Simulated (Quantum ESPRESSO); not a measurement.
# ZnS (F-43m): the LO frequency by hand

Aim: work out the LO frequency and the static dielectric constant of ZnS (F-43m) from one linear-response run, then check them.

Main program and level: Quantum ESPRESSO 7.5; DFT LDA, scalar-relativistic, plane waves, PseudoDojo norm-conserving pseudopotentials.

The database entry behind the starting cell differs from later determinations by our own check (about 0.1 % short), so it need not match the best structure at ambient conditions.

## Step 1: The relaxed structure

It takes space group F-43m (No. 216, cubic). Conventional cell: a = 5.298 Å, b = 5.298 Å, c = 5.298 Å, α = 90.00°, β = 90.00°, γ = 90.00°. Nearest to Zn lie 4 S at 2.29 Å. Nearest to S lie 4 Zn at 2.29 Å. Farther neighbours and most contacts between anions are not listed.

Coordinates:

```
Zn S
1.0
    -2.64877    0.00000    2.64877
     0.00000    2.64877    2.64877
    -2.64877    2.64877    0.00000
Zn S
1 1
Direct
  0.25000 0.25000 0.25000
  0.00000 0.00000 0.00000
```

This is the cell after its relaxation at this level of theory, not the database cell from which that began.

## Step 2: What the response run gave

A linear-response run on the relaxed cell, with the response to an electric field; only its zone-centre results are used. Cutoff 84 Ry, k mesh 8×8×8.

The program printed:

```text
[banners, grids, parts of the stress and lines that vanish by symmetry left out]
Program PHONON v.7.5
     Reading xml data from directory:

[...]
Exchange-correlation= PW
                           (   1   4   0   0   0   0   0)
[...]
kinetic-energy cut-off    =      84.0000  Ry
     charge density cut-off    =     336.0000  Ry
     convergence threshold     =      1.0E-18
[...]
Exchange-correlation= PW
                           (   1   4   0   0   0   0   0)
[...]
q = (   0.0000000   0.0000000   0.0000000 )
     25 Sym.Ops. (with q -> -q+G )
     G cutoff =  426.4771  (  26229 G-vectors)     FFT grid: ( 45, 45, 45)
     number of k points=    29
[...]
Mode symmetry, T_d (-43m)  point group:
[...]
Dielectric constant
[...]
End of electric fields calculation
          Dielectric constant in cartesian axis
          (       6.348327751      -0.000000000       0.000000000 )
          (      -0.000000000       6.348327751      -0.000000000 )
          (       0.000000000       0.000000000       6.348327751 )
          Effective charges (d Force / dE) in cartesian axis without acoustic sum rule applied (asr)
           atom    1  Zn    Mean Z*:        1.90978
      Ex  (        1.90978       -0.00000        0.00000 )
      Ey  (        0.00000        1.90978        0.00000 )
      Ez  (       -0.00000        0.00000        1.90978 )
           atom    2  S     Mean Z*:       -1.92899
      Ex  (       -1.92899       -0.00000        0.00000 )
      Ey  (       -0.00000       -1.92899       -0.00000 )
      Ez  (        0.00000       -0.00000       -1.92899 )
          Effective charges Sum: Mean:       -0.01922
[...]
Effective charges (d Force / dE) in cartesian axis with asr applied:
           atom    1  Zn    Mean Z*:        1.91938
[...]
atom    2  S     Mean Z*:       -1.91938
[...]
Representation #   1 modes #   1   2   3
[...]
End of self-consistent calculation
     Convergence has been achieved
     Representation #   2 modes #   4   5   6
[...]
End of self-consistent calculation
     Convergence has been achieved
[...]
Dielectric constant in cartesian axis
          (       6.348327751      -0.000000000       0.000000000 )
          (      -0.000000000       6.348327751      -0.000000000 )
          (       0.000000000       0.000000000       6.348327751 )
          Effective charges (d Force / dE) in cartesian axis without acoustic sum rule applied (asr)
           atom    1  Zn    Mean Z*:        1.90978
      Ex  (        1.90978       -0.00000        0.00000 )
      Ey  (        0.00000        1.90978        0.00000 )
      Ez  (       -0.00000        0.00000        1.90978 )
           atom    2  S     Mean Z*:       -1.92899
      Ex  (       -1.92899       -0.00000        0.00000 )
      Ey  (       -0.00000       -1.92899       -0.00000 )
      Ez  (        0.00000       -0.00000       -1.92899 )
          Effective charges Sum: Mean:       -0.01922
[...]
Effective charges (d Force / dE) in cartesian axis with asr applied:
           atom    1  Zn    Mean Z*:        1.91938
[...]
atom    2  S     Mean Z*:       -1.91938
[...]
q = (    0.000000000   0.000000000   0.000000000 )
[...]
freq (    1) =       0.086034 [THz] =       2.869770 [cm-1]
     freq (    2) =       0.086034 [THz] =       2.869770 [cm-1]
     freq (    3) =       0.086034 [THz] =       2.869770 [cm-1]
     freq (    4) =       8.729472 [THz] =     291.183856 [cm-1]
     freq (    5) =       8.729472 [THz] =     291.183856 [cm-1]
     freq (    6) =       8.729472 [THz] =     291.183856 [cm-1]
[...]
Mode symmetry, T_d (-43m)  point group:
     freq (   1-   3) =          2.9  [cm-1]   --> T_2  G_15 P_4   I+R
     freq (   4-   6) =        291.2  [cm-1]   --> T_2  G_15 P_4   I+R

   JOB DONE.
```

| quantity | value |
| --- | --- |
| cell volume Ω (Å³) | 37.167 |
| mass of Zn (u) | 65.380 |
| mass of S (u) | 32.060 |
| Born charge of Zn, raw (e) | 1.910 |
| Born charge of S, raw (e) | -1.929 |
| ε∞ | 6.348 |
| ω(TO) after the sum rule (cm⁻¹) | 291.2 |

## Step 3: The calculation

The charges must sum to zero over the cell; taking off their mean, -0.010 e, leaves Z* = 1.919 e on Zn. In the polar mode Zn moves against S, so the reduced mass is μ = 65.38 × 32.06 / 97.44 = 21.512 u.

A longitudinal wave builds up a field that adds to the restoring force: ω(LO)² = ω(TO)² + 4π Z*² / (μ Ω ε∞), in Hartree atomic units. With μ = 39213 electron masses and Ω = 250.82 bohr³ the second term is 7.4147e-07 Ha², or 35716 cm⁻² (1 Ha = 219474.6 cm⁻¹).

So ω(LO) = √(84786 + 35716) = 347.1 cm⁻¹, and by the Lyddane-Sachs-Teller relation ε₀ = ε∞ (ω(LO)/ω(TO))² = 9.02.

## Step 4: Check against the program

The analysis program adds the same non-analytic term to the full matrix, here for q along (1 0 0).

The program printed:

```text
[banner, memory and clock lines left out]
Program DYNMAT v.7.5

     Reading Dynamical Matrix from file g.dyn
     ...Force constants read
     ...epsilon and Z* read

     Polarizability (A^3 units)
     multiply by 0.359353 for Clausius-Mossotti correction
        15.818702   -0.000000    0.000000
        -0.000000   15.818702    0.000000
         0.000000   -0.000000   15.818702

     IR activities are in (D/A)^2/amu units

# mode   [cm-1]    [THz]      IR
    1     -0.00   -0.0000    0.0000
    2      0.00    0.0000    0.0000
    3      0.00    0.0000    0.0000
    4    291.18    8.7293    3.9511
    5    291.18    8.7293    3.9511
    6    347.13   10.4067    3.9511
```

ε₀ comes from the program's run without a direction of q.

| quantity | by hand | program |
| --- | --- | --- |
| ω(LO) (cm⁻¹) | 347.1 | 347.1 |
| ε₀ | 9.02 | 9.02 |

## Step 5: Summary of results

* TO mode: 291.2 cm⁻¹
* LO mode: 347.1 cm⁻¹
* static dielectric constant: 9.023

The LO mode of ZnS (F-43m) lies at 347 cm⁻¹, 56 cm⁻¹ above the TO mode; the formula meets the program within 0.1 cm⁻¹, as it must for a cubic crystal with one polar mode. ω(LO)² − ω(TO)² goes with Z*²/ε∞: an error of 5 % in ε∞ would move the LO mode by 2.5 cm⁻¹, and semilocal functionals tend to overestimate ε∞. The raw charges miss their sum by 0.019 e, a sign that the k mesh is short for the field response, so ε∞ may be some per cent too high. These are harmonic values at zero temperature, at the volume of this functional, for the structure held cubic; stability elsewhere in the zone is no part of this calculation.

[Host names and launcher messages were left out of these logs when they were recorded.]

[Logs are printed without paths, hosts, clocks, repeated set-up lines and the standing remarks that a program may print on its own settings, such as how far it seeks lower states.]

[Hosts, paths, dates, database ids (printed as entryN), source tags and the programs' standing remarks are cut or masked in the printed files.]
